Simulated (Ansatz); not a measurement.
# La on Pt(100): change of the work function

How does one ordered layer of La (hollow site) change the work function of Pt(100), and what dipole does each adsorbate carry?

Main program and level: Ansatz 0.2.0; plane-wave DFT, PBEsol, Ansatz PAW.

## 1. Starting point

The cell holds 4 atoms: 4 Pt. Its edges and angles: a = 2.772 Å, b = 2.772 Å, c = 23.880 Å, α = 90.0°, β = 90.0°, γ = 90.0°. Vacuum lies along c.

## 2. The clean slab

The bare slab comes first, as the zero from which every change is counted. The two lowest layers are held at bulk places and the upper ones relax. The dipole correction removes the false field that a one-sided slab makes across the periodic vacuum, so each face gets a flat vacuum level of its own.

Contents of input.yaml:

```yaml
crystal:
  lattice:
    - [2.7718585823, 0.0, 0.0]
    - [0.0, 2.7718585823, 0.0]
    - [0.0, 0.0, 23.88]
  atoms:
    - { symbol: Pt, position: [0.5, 0.5, 0.3768844221] }
    - { symbol: Pt, position: [0.0, 0.0, 0.458961474] }
    - { symbol: Pt, position: [0.5, 0.5, 0.541038526] }
    - { symbol: Pt, position: [0.0, 0.0, 0.6231155779] }
kpoints:
  mp_grid: { grid: [11, 11, 1] }
hamiltonian:
  xc: pbesol
scf:
  occupations: { method: fermi_dirac, width: 0.1 }
  convergence: { dr2_threshold: 1.0e-08 }
efield:
  axis: 3
  dipole_correction: true
  ramp_position: 0.97
  ramp_width: 0.06
relax:
  f_tol: 0.02
  max_steps: 60
  constraints: [{ sites: [0, 1] }]
output:
  write_potential: true
  write_density: true
  volumetric_format: npy
```

On the command line:

```console
$ ansatz run input.yaml --threads 4 --pin off --max-ram 6144MiB --backend cpu --events-out ev --progress --plain --runs-dir out
```

Output:

```text
Engine: ansatz 0.2.0, aarch64-unknown-linux-gnu
Pseudopotentials: kind: paw
Pseudopotential: Pt, paw, valence charge 18, recommended cutoff 420 eV (normal), Pt.paw.azcp
Functional definition: PBEsol
  exchange = pbesol_x
  correlation = pbesol_c
Crystal: 4 atoms, lattice volume = 183.475 Å³
Basis set: ecut = 420 eV, 3659 PW (Γ), exchange–correlation on 40×40×320 points (8 copies of the dense FFT grid, shifted against one another)
Bands: 44, of which v1, the nominal top of the filled ones, is band 36 counted from 1 (35 counted from 0)
Symmetry: 8 space group operations
k-points: 21 of 121
Non-local potential: Pt, projectors of the file, l = 0: 3, l = 1: 2, l = 2: 2, l = 3: 1
PAW form: soft (Blöchl's): semilocal exchange-correlation on the pseudo side does not see the compensation charge
PAW frozen core: Pt, regenerated for the run's functional, and the local potential with it (the file was generated under x = pbe(κ = 0.804, μ = 0.219515), c = pbe(β = 0.066725))
PAW one-centre angular grid: Pt, 590 points (default); XC on 64 Gauss nodes
Initial density: superposition of atomic densities (neutral atoms: chi_scale 0, normalization atom), corrected by the library's trained network
Initial wavefunctions: pseudopotential atomic-orbital guess
Functional: x = pbesol(κ = 0.804, μ = 0.123457), c = pbesol(β = 0.046)
SCF iter   1: F=—  HF=-49533.261585 eV  |F-HF|=—  |Δ(HF+E_count)|=         —  Δρ=8.77e-3  dr2=5.91e-1  ethr=1.77e-3  p=0.000 e·Å  D=1.04e-13 V/Å  ΔV_dip=-0.00 eV  dr2_dipole=1.64e-7  V_vac-E_F(+/−)=5.30/5.30 eV  ⟨swp⟩=8.0  Hψ=4154  notcnv=0  defer=6
efield: sawtooth ramp at fractional position 0.9700 (set: `efield.ramp_position`, or a place that a band, a saddle search or an elastic batch's reference lends), width 0.0600; the density the first Hamiltonian is built on has a dipole p = 0.000 e·Å; the dipole correction subtracts the counter field D = 1.04e-13 V/Å, which shifts the + side's vacuum level by -0.00 eV against the − side's; the planar-averaged density in the ramp window peaks in size at 3.8e-6 e/Å³
preconditioner: auto → LDOS  [metal: Δε(μ)=0.035 eV  Ē_g=7.437 eV  σ=0.100 eV  W_gap=0.09  n_scr=36 (ndim 8)  ℏωp=17.3 eV  f_vac=0.607  D(μ)=6.86/eV (n_scr^D=54)  β→1.0]
SCF iter   2: F=—  HF=-49533.237447 eV  |F-HF|=—  |Δ(HF+E_count)|=   2.41e-2  Δρ=5.65e-3  dr2=9.41e-2  ethr=8.21e-4  p=0.000 e·Å  D=1.84e-5 V/Å  ΔV_dip=-0.00 eV  dr2_dipole=5.44e-8  V_vac-E_F(+/−)=5.79/5.79 eV  ⟨swp⟩=2.9  Hψ=1529  notcnv=0  defer=18
SCF iter   3: F=—  HF=-49533.231971 eV  |F-HF|=—  |Δ(HF+E_count)|=   5.48e-3  Δρ=2.52e-3  dr2=7.31e-2  ethr=1.31e-4  p=-0.000 e·Å  D=-2.98e-6 V/Å  ΔV_dip=0.00 eV  dr2_dipole=2.33e-8  V_vac-E_F(+/−)=5.65/5.65 eV  ⟨swp⟩=2.0  Hψ=1433  notcnv=0  defer=18
SCF iter   4: F=—  HF=-49533.226528 eV  |F-HF|=—  |Δ(HF+E_count)|=   5.44e-3  Δρ=7.86e-4  dr2=1.50e-3  ethr=1.02e-4  p=0.000 e·Å  D=2.08e-6 V/Å  ΔV_dip=-0.00 eV  dr2_dipole=1.11e-9  V_vac-E_F(+/−)=5.78/5.78 eV  ⟨swp⟩=2.0  Hψ=1194  notcnv=0  defer=18
SCF iter   5: F=—  HF=-49533.226358 eV  |F-HF|=—  |Δ(HF+E_count)|=   1.70e-4  Δρ=3.04e-4  dr2=2.68e-4  ethr=2.08e-6  p=0.000 e·Å  D=1.93e-7 V/Å  ΔV_dip=-0.00 eV  dr2_dipole=3.15e-10  V_vac-E_F(+/−)=5.77/5.77 eV  ⟨swp⟩=3.4  Hψ=1708  notcnv=0  defer=18
SCF iter   6: F=—  HF=-49533.226408 eV  |F-HF|=—  |Δ(HF+E_count)|=   4.97e-5  Δρ=5.98e-5  dr2=1.96e-5  ethr=3.73e-7  p=-0.000 e·Å  D=-1.36e-7 V/Å  ΔV_dip=0.00 eV  dr2_dipole=6.30e-12  V_vac-E_F(+/−)=5.76/5.76 eV  ⟨swp⟩=2.0  Hψ=1348  notcnv=0  defer=18
SCF iter   7: F=—  HF=-49533.226443 eV  |F-HF|=—  |Δ(HF+E_count)|=   3.49e-5  Δρ=2.82e-5  dr2=7.31e-7  ethr=2.72e-8  p=-0.000 e·Å  D=-1.95e-7 V/Å  ΔV_dip=0.00 eV  dr2_dipole=1.90e-12  V_vac-E_F(+/−)=5.76/5.76 eV  ⟨swp⟩=2.1  Hψ=1332  notcnv=0  defer=18
SCF iter   8: F=—  HF=-49533.226440 eV  |F-HF|=—  |Δ(HF+E_count)|=   3.51e-6  Δρ=6.52e-6  dr2=1.01e-7  ethr=1.02e-9  p=-0.000 e·Å  D=-1.18e-7 V/Å  ΔV_dip=0.00 eV  dr2_dipole=3.09e-13  V_vac-E_F(+/−)=5.76/5.76 eV  ⟨swp⟩=3.2  Hψ=1873  notcnv=0  defer=17
SCF iter   9: F=-49533.226440 eV  HF=-49533.226440 eV  |F-HF|=1.83e-8  |Δ(HF+E_count)|=   2.21e-7  Δρ=1.45e-6  dr2=5.22e-9  ethr=1.39e-11  p=-0.000 e·Å  D=-2.32e-8 V/Å  ΔV_dip=0.00 eV  dr2_dipole=2.90e-14  V_vac-E_F(+/−)=5.76/5.76 eV  ⟨swp⟩=8.9  Hψ=7126  notcnv=0
SCF 1 converged in 9 iterations: F = -49533.226440 eV  dr2 = 5.22e-9
  greatest PAW one-centre occupation: 1.000 electrons in one spin orbital (limit 2), on the Pt atom at site 2 (counted from 0), in its partial waves of l = 0
relax step   1: F+E_penalty+E_count = -49533.22643975 eV  Δ(F+E_penalty+E_count) = +0.000e0 eV  max|allowed force component| = 4.554e-1 eV/Å  Δτ_max = 0.0000 Å  (9 SCF iters, accepted)
Initial density: handed on by an earlier stage of this run
Initial wavefunctions: those handed on with the density
iter 1 solved again at ethr=2.83e-3 eV; its pass at ethr=3.10e-3 eV (dr2=2.03e0 eV) is discarded
SCF iter   1: F=—  HF=-49533.271331 eV  |F-HF|=—  |Δ(HF+E_count)|=         —  Δρ=1.41e-2  dr2=1.93e0  ethr=2.83e-3  p=0.000 e·Å  D=2.16e-7 V/Å  ΔV_dip=-0.00 eV  dr2_dipole=5.39e-1  V_vac-E_F(+/−)=5.67/5.67 eV  ⟨swp⟩=1.0  Hψ=3579  notcnv=0  defer=9
efield: sawtooth ramp at fractional position 0.9700 (set: `efield.ramp_position`, or a place that a band, a saddle search or an elastic batch's reference lends), width 0.0600; the density the first Hamiltonian is built on has a dipole p = 0.000 e·Å; the dipole correction subtracts the counter field D = 2.16e-7 V/Å, which shifts the + side's vacuum level by -0.00 eV against the − side's; the planar-averaged density in the ramp window peaks in size at 2.6e-6 e/Å³
preconditioner: auto → LDOS  [metal: Δε(μ)=0.023 eV  Ē_g=7.776 eV  σ=0.100 eV  W_gap=0.06  n_scr=36 (ndim 8)  ℏωp=17.3 eV  f_vac=0.614  D(μ)=6.07/eV (n_scr^D=46)  β→1.0]
SCF iter   2: F=—  HF=-49533.240989 eV  |F-HF|=—  |Δ(HF+E_count)|=   3.03e-2  Δρ=5.37e-3  dr2=1.55e-1  ethr=2.68e-3  p=-0.009 e·Å  D=-9.09e-3 V/Å  ΔV_dip=0.22 eV  dr2_dipole=1.80e-2  V_vac-E_F(+/−)=5.95/5.74 eV  ⟨swp⟩=2.0  Hψ=1209  notcnv=0  defer=9
SCF iter   3: F=—  HF=-49533.225852 eV  |F-HF|=—  |Δ(HF+E_count)|=   1.51e-2  Δρ=3.64e-3  dr2=5.30e-2  ethr=2.15e-4  p=0.008 e·Å  D=7.92e-3 V/Å  ΔV_dip=-0.19 eV  dr2_dipole=3.67e-3  V_vac-E_F(+/−)=5.56/5.75 eV  ⟨swp⟩=3.1  Hψ=1885  notcnv=0  defer=13
SCF iter   4: F=—  HF=-49533.215165 eV  |F-HF|=—  |Δ(HF+E_count)|=   1.07e-2  Δρ=7.03e-4  dr2=1.83e-3  ethr=7.36e-5  p=0.002 e·Å  D=2.02e-3 V/Å  ΔV_dip=-0.05 eV  dr2_dipole=2.26e-4  V_vac-E_F(+/−)=5.70/5.75 eV  ⟨swp⟩=2.0  Hψ=1460  notcnv=0  defer=15
[...]
SCF iter   7: F=—  HF=-49533.243460 eV  |F-HF|=—  |Δ(HF+E_count)|=   9.21e-6  Δρ=2.91e-5  dr2=6.55e-6  ethr=2.24e-8  p=0.001 e·Å  D=6.31e-4 V/Å  ΔV_dip=-0.02 eV  dr2_dipole=6.83e-10  V_vac-E_F(+/−)=5.74/5.75 eV  ⟨swp⟩=2.2  Hψ=1301  notcnv=0  defer=17
SCF iter   8: F=—  HF=-49533.243462 eV  |F-HF|=—  |Δ(HF+E_count)|=   1.97e-6  Δρ=1.08e-5  dr2=3.16e-7  ethr=4.45e-9  p=0.001 e·Å  D=6.43e-4 V/Å  ΔV_dip=-0.02 eV  dr2_dipole=7.73e-9  V_vac-E_F(+/−)=5.74/5.75 eV  ⟨swp⟩=2.1  Hψ=1292  notcnv=0  defer=17
SCF iter   9: F=—  HF=-49533.243462 eV  |F-HF|=—  |Δ(HF+E_count)|=   2.30e-7  Δρ=3.81e-6  dr2=6.84e-8  ethr=2.15e-10  p=0.001 e·Å  D=6.40e-4 V/Å  ΔV_dip=-0.02 eV  dr2_dipole=3.21e-9  V_vac-E_F(+/−)=5.74/5.75 eV  ⟨swp⟩=2.7  Hψ=1756  notcnv=0  defer=17
SCF iter  10: F=—  HF=-49533.243462 eV  |F-HF|=—  |Δ(HF+E_count)|=   8.14e-8  Δρ=1.82e-6  dr2=1.87e-8  ethr=4.64e-11  p=0.001 e·Å  D=6.42e-4 V/Å  ΔV_dip=-0.02 eV  dr2_dipole=1.47e-10  V_vac-E_F(+/−)=5.74/5.75 eV  ⟨swp⟩=1.4  Hψ=973  notcnv=0  defer=17
SCF iter  11: F=-49533.243462 eV  HF=-49533.243462 eV  |F-HF|=3.52e-9  |Δ(HF+E_count)|=   1.57e-8  Δρ=6.19e-7  dr2=2.57e-9  ethr=6.79e-12  p=0.001 e·Å  D=6.42e-4 V/Å  ΔV_dip=-0.02 eV  dr2_dipole=3.71e-11  V_vac-E_F(+/−)=5.74/5.75 eV  ⟨swp⟩=9.3  Hψ=6122  notcnv=0
SCF 3 converged in 11 iterations: F = -49533.243462 eV  dr2 = 2.57e-9
relax step   3: F+E_penalty+E_count = -49533.24346204 eV  Δ(F+E_penalty+E_count) = -1.702e-2 eV  max|allowed force component| = 6.525e-2 eV/Å  Δτ_max = 0.0963 Å  (11 SCF iters, accepted)
SCF iter   1: F=—  HF=-49533.243823 eV  |F-HF|=—  |Δ(HF+E_count)|=         —  Δρ=5.85e-4  dr2=4.08e-3  ethr=2.79e-5  p=0.001 e·Å  D=6.42e-4 V/Å  ΔV_dip=-0.02 eV  dr2_dipole=1.21e-3  V_vac-E_F(+/−)=5.74/5.75 eV  ⟨swp⟩=2.2  Hψ=1751  notcnv=0  defer=17
efield: sawtooth ramp at fractional position 0.9700 (set: `efield.ramp_position`, or a place that a band, a saddle search or an elastic batch's reference lends), width 0.0600; the density the first Hamiltonian is built on has a dipole p = 0.001 e·Å; the dipole correction subtracts the counter field D = 6.42e-4 V/Å, which shifts the + side's vacuum level by -0.02 eV against the − side's; the planar-averaged density in the ramp window peaks in size at 9.4e-7 e/Å³
preconditioner: auto → LDOS  [metal: Δε(μ)=0.014 eV  Ē_g=7.663 eV  σ=0.100 eV  W_gap=0.03  n_scr=36 (ndim 8)  ℏωp=17.3 eV  f_vac=0.611  D(μ)=6.74/eV (n_scr^D=54)  β→1.0]
SCF iter   2: F=—  HF=-49533.243760 eV  |F-HF|=—  |Δ(HF+E_count)|=   6.30e-5  Δρ=2.20e-4  dr2=3.37e-4  ethr=5.67e-6  p=0.001 e·Å  D=9.81e-4 V/Å  ΔV_dip=-0.02 eV  dr2_dipole=6.51e-5  V_vac-E_F(+/−)=5.73/5.75 eV  ⟨swp⟩=1.7  Hψ=1132  notcnv=0  defer=17
SCF iter   3: F=—  HF=-49533.243717 eV  |F-HF|=—  |Δ(HF+E_count)|=   4.31e-5  Δρ=1.36e-4  dr2=8.16e-5  ethr=4.68e-7  p=0.000 e·Å  D=3.51e-4 V/Å  ΔV_dip=-0.01 eV  dr2_dipole=2.04e-7  V_vac-E_F(+/−)=5.74/5.75 eV  ⟨swp⟩=3.1  Hψ=1676  notcnv=0  defer=17
SCF iter   4: F=—  HF=-49533.243713 eV  |F-HF|=—  |Δ(HF+E_count)|=   3.65e-6  Δρ=2.66e-5  dr2=4.55e-6  ethr=1.13e-7  p=0.001 e·Å  D=5.80e-4 V/Å  ΔV_dip=-0.01 eV  dr2_dipole=1.58e-9  V_vac-E_F(+/−)=5.74/5.75 eV  ⟨swp⟩=2.1  Hψ=1339  notcnv=0  defer=17
SCF iter   5: F=—  HF=-49533.243724 eV  |F-HF|=—  |Δ(HF+E_count)|=   1.10e-5  Δρ=1.48e-5  dr2=1.71e-6  ethr=6.32e-9  p=0.001 e·Å  D=5.71e-4 V/Å  ΔV_dip=-0.01 eV  dr2_dipole=2.87e-10  V_vac-E_F(+/−)=5.74/5.75 eV  ⟨swp⟩=2.0  Hψ=1301  notcnv=0  defer=17
SCF iter   6: F=—  HF=-49533.243724 eV  |F-HF|=—  |Δ(HF+E_count)|=   2.03e-7  Δρ=6.27e-6  dr2=2.70e-7  ethr=2.38e-9  p=0.001 e·Å  D=5.73e-4 V/Å  ΔV_dip=-0.01 eV  dr2_dipole=6.09e-10  V_vac-E_F(+/−)=5.74/5.75 eV  ⟨swp⟩=1.1  Hψ=910  notcnv=0  defer=17
SCF iter   7: F=—  HF=-49533.243724 eV  |F-HF|=—  |Δ(HF+E_count)|=   5.52e-8  Δρ=2.19e-6  dr2=3.17e-8  ethr=3.75e-10  p=0.001 e·Å  D=5.70e-4 V/Å  ΔV_dip=-0.01 eV  dr2_dipole=3.35e-12  V_vac-E_F(+/−)=5.74/5.75 eV  ⟨swp⟩=1.5  Hψ=1062  notcnv=0  defer=17
SCF iter   8: F=-49533.243724 eV  HF=-49533.243724 eV  |F-HF|=6.24e-9  |Δ(HF+E_count)|=   2.71e-8  Δρ=4.64e-7  dr2=4.21e-10  ethr=1.39e-11  p=0.001 e·Å  D=5.71e-4 V/Å  ΔV_dip=-0.01 eV  dr2_dipole=7.23e-12  V_vac-E_F(+/−)=5.74/5.75 eV  ⟨swp⟩=9.9  Hψ=6392  notcnv=0
SCF 4 converged in 8 iterations: F = -49533.243724 eV  dr2 = 4.21e-10
relax step   4: F+E_penalty+E_count = -49533.24372433 eV  Δ(F+E_penalty+E_count) = -2.623e-4 eV  max|allowed force component| = 1.364e-3 eV/Å  Δτ_max = 0.0084 Å  (8 SCF iters, accepted)
NSCF: frozen V_eff on 21 k-points
the band table was solved once a step of the walk had ended and its energy, with any forces and stress, was formed, with the checks that follow a solve (5046 applications of the Hamiltonian). They found nothing against the state; the energy, forces and stress were not computed again (output.eigenvalues in the input reference)
WARN: The output density's exchange-correlation potential varies sharply where the density is thin. Do not read a vacuum level from v_tot or v_xc, or from such a field of the output density. On a cell that repeats whose density bears no net charge and no dipole along the vacuum's axis use v_es (v_loc + v_h of the components); under efield.dipole_correction with no amplitude use v_es + v_field, which holds any externa [...]
SCF converged after 8 iterations
Free energy (F): -49533.243724 eV
Harris-Foulkes:  -49533.243724 eV  (|F-HF|=6.24e-9)
Internal energy: -49533.026819 eV  (E = F + TS)
E sigma→0 (E₀):  -49533.135272 eV
Entropy (-TS):   -0.216906 eV (-54.226 meV/atom)
Fermi energy:    3.752065 eV
Dipole field:    D = 0.000567 V/Å  (p = 0.000575 e·Å, saw-weighted, corrected)
Work function:   Φ+ = 5.7376 eV   Φ− = 5.7512 eV
Levels:          The Fermi level and band energies are counted from a zero that moves with the ramp; work functions are not
--- Per-component energies (eV) ---
  E_band       = -1905.426392
  E_kinetic    = 2547.825119
  E_local      = -119032.469071  (includes V_loc(G=0)·N_el)
  E_nonlocal   = 813.679039
  E_hartree    = 58067.631161
  E_xc         = -1037.671576
  E_vxc        = -1204.649945  (∫ρ·V_xc dr)
  E_paw        = -37265.903990  (= ΣΔE_a)
  E_vpaw       = -1165.074224  (= ΣTr[D̂ρ^β])
  E_aug_tail   = 0.000752  (compensation charges beyond the density's cutoff)
  E_efield     = 0.000000  (sawtooth field / dipole correction)
  E_vefield    = 0.001176  (∫n·V_field dr)
  E_ewald      = 46372.733823
  E_core_change = 1.147925  (= ΣΔE_core)
  E_smearing   = -0.216906  (= −TS)
  E_closure    = -0.000000  (closes the sum)
  Σ components = -49533.243724   (vs F -49533.243724, Δ=0.00e0)
--- Forces (eV/Å), atoms counted from 1 ---
  atom   1  Pt     0.00000000     0.00000000     0.43173854
  atom   2  Pt     0.00000000     0.00000000    -0.43382525
  atom   3  Pt     0.00000000     0.00000000     0.00072620
  atom   4  Pt     0.00000000     0.00000000     0.00136444
  max |Σ_I F_I| component: 3.93e-6 eV/Å
--- Band table (eV; the first three rows and the last of 21) ---
  k-point 0: bands = [... 32 lower, 2.9270, 3.0219, 3.0219, 3.6840, 3.8969, 4.0214, 4.0214, 4.0381, ... 4 higher]
  k-point 1: bands = [... 32 lower, 2.4841, 2.5463, 3.3170, 3.4248, 3.4783, 3.7718, 4.0962, 4.6994, ... 4 higher]
  k-point 2: bands = [... 32 lower, 2.2598, 2.3061, 3.1811, 3.2285, 3.3711, 3.7608, 4.0766, 5.7327, ... 4 higher]
  k-point 20: bands = [... 32 lower, 3.8683, 4.0360, 4.4992, 4.6437, 6.3307, 7.4761, 8.9567, 10.2393, ... 4 higher]
--- Relaxed structure (4 steps of the walk, 3 accepted, 0 SCFs on fresh bases) ---
  F+E_penalty+E_count = -49533.24372433 eV   max|allowed force component| = 1.364e-3 eV/Å
  atoms:
    - { symbol: Pt, position: [0.5, 0.5, 0.3768844221] }
    - { symbol: Pt, position: [0.0, 0.0, 0.458961474] }
    - { symbol: Pt, position: [0.5, 0.5, 0.539901] }
    - { symbol: Pt, position: [0, 0.0, 0.619434] }
```

The job ended after 16 s (4 threads of Arm Neoverse V2, shared host; peak memory 0.57 GiB).

Step by step:

| step | energy less that of the first step (eV) | largest force component (eV/Å) |
| --- | --- | --- |
| 1 | 0.0000 | 0.4554 |
| 2 | 0.0115 | 0.6695 |
| 3 | -0.0170 | 0.0653 |
| 4 | -0.0173 | 0.0014 |

Relaxation step 2 was tried and not accepted.

The run keeps the 8 symmetry operations that the program found, so distortions that break them were not tested.

The atoms that moved most (Å):

| atom | dx | dy | dz | length |
| --- | --- | --- | --- | --- |
| Pt4 | 0.000 | 0.000 | -0.088 | 0.088 |
| Pt3 | 0.000 | 0.000 | -0.027 | 0.027 |

Final coordinates:

```cif
data_structure
_symmetry_space_group_name_H-M 'P 1'
_symmetry_Int_Tables_number 1
_cell_length_a 2.7719
_cell_length_b 2.7719
_cell_length_c 23.8800
_cell_angle_alpha 90.000
_cell_angle_beta 90.000
_cell_angle_gamma 90.000
_cell_volume 183.47
loop_
_atom_site_label
_atom_site_type_symbol
_atom_site_fract_x
_atom_site_fract_y
_atom_site_fract_z
_atom_site_occupancy
Pt1 Pt 0.50000 0.50000 0.37688 1
Pt2 Pt 0.00000 0.00000 0.45896 1
Pt3 Pt 0.50000 0.50000 0.53990 1
Pt4 Pt 0.00000 0.00000 0.61943 1
```

This step gave:

```
energy at zero smearing   : -49533.1353 eV
work function, upper face : 5.738 eV
dipole along the normal   : 5.75e-4 e·Å
```

Running mean over 1.96 Å of the planar mean; the ramp of the sawtooth is left out. Table of electron's electrostatic potential energy less the Fermi level by z:

| z (Å) | electron's electrostatic potential energy less the Fermi level (eV) |
| --- | --- |
| 3.0 | 5.75 |
| 3.5 | 5.75 |
| 4.0 | 5.75 |
| 4.5 | 5.75 |
| 5.0 | 5.75 |
| 5.5 | 5.74 |
| 6.0 | 5.71 |
| 6.5 | 5.59 |
| 7.0 | 5.07 |
| 7.5 | 2.70 |
| 8.0 | -2.93 |
| 8.5 | -8.70 |
| 9.0 | -11.2 |
| 9.5 | -11.7 |
| 10.0 | -11.9 |
| 10.5 | -12.1 |
| 11.0 | -12.2 |
| 11.5 | -12.5 |
| 12.0 | -12.6 |
| 12.5 | -12.5 |
| 13.0 | -12.4 |
| 13.5 | -12.7 |
| 14.0 | -12.7 |
| 14.5 | -12.0 |
| 15.0 | -10.7 |
| 15.5 | -6.64 |
| 16.0 | -0.352 |
| 16.5 | 4.05 |
| 17.0 | 5.36 |
| 17.5 | 5.65 |
| 18.0 | 5.72 |
| 18.5 | 5.73 |
| 19.0 | 5.74 |
| 19.5 | 5.74 |
| 20.0 | 5.74 |
| 20.5 | 5.74 |

The relaxation took 4 steps and lowered the energy by 0.017 eV; the largest force on the free atoms ends at 0.0014 eV/Å.

The work function of the upper face is 5.74 eV.

(Part 1 of 4 ends here.)

[Long decimals in the printed logs are rounded to 6 places.]

[Logs are printed without paths, hosts, clocks, repeated set-up lines and the standing remarks that a program may print on its own settings, such as how far it seeks lower states.]

[Hosts, paths, dates, database ids (printed as entryN), source tags and the programs' standing remarks are cut or masked in the printed files.]

[Maps of the electrostatic potential energy from Ansatz leave out the sawtooth potential of an applied field or a dipole correction, so their vacuum need not be flat; planar profiles and work functions include it.]
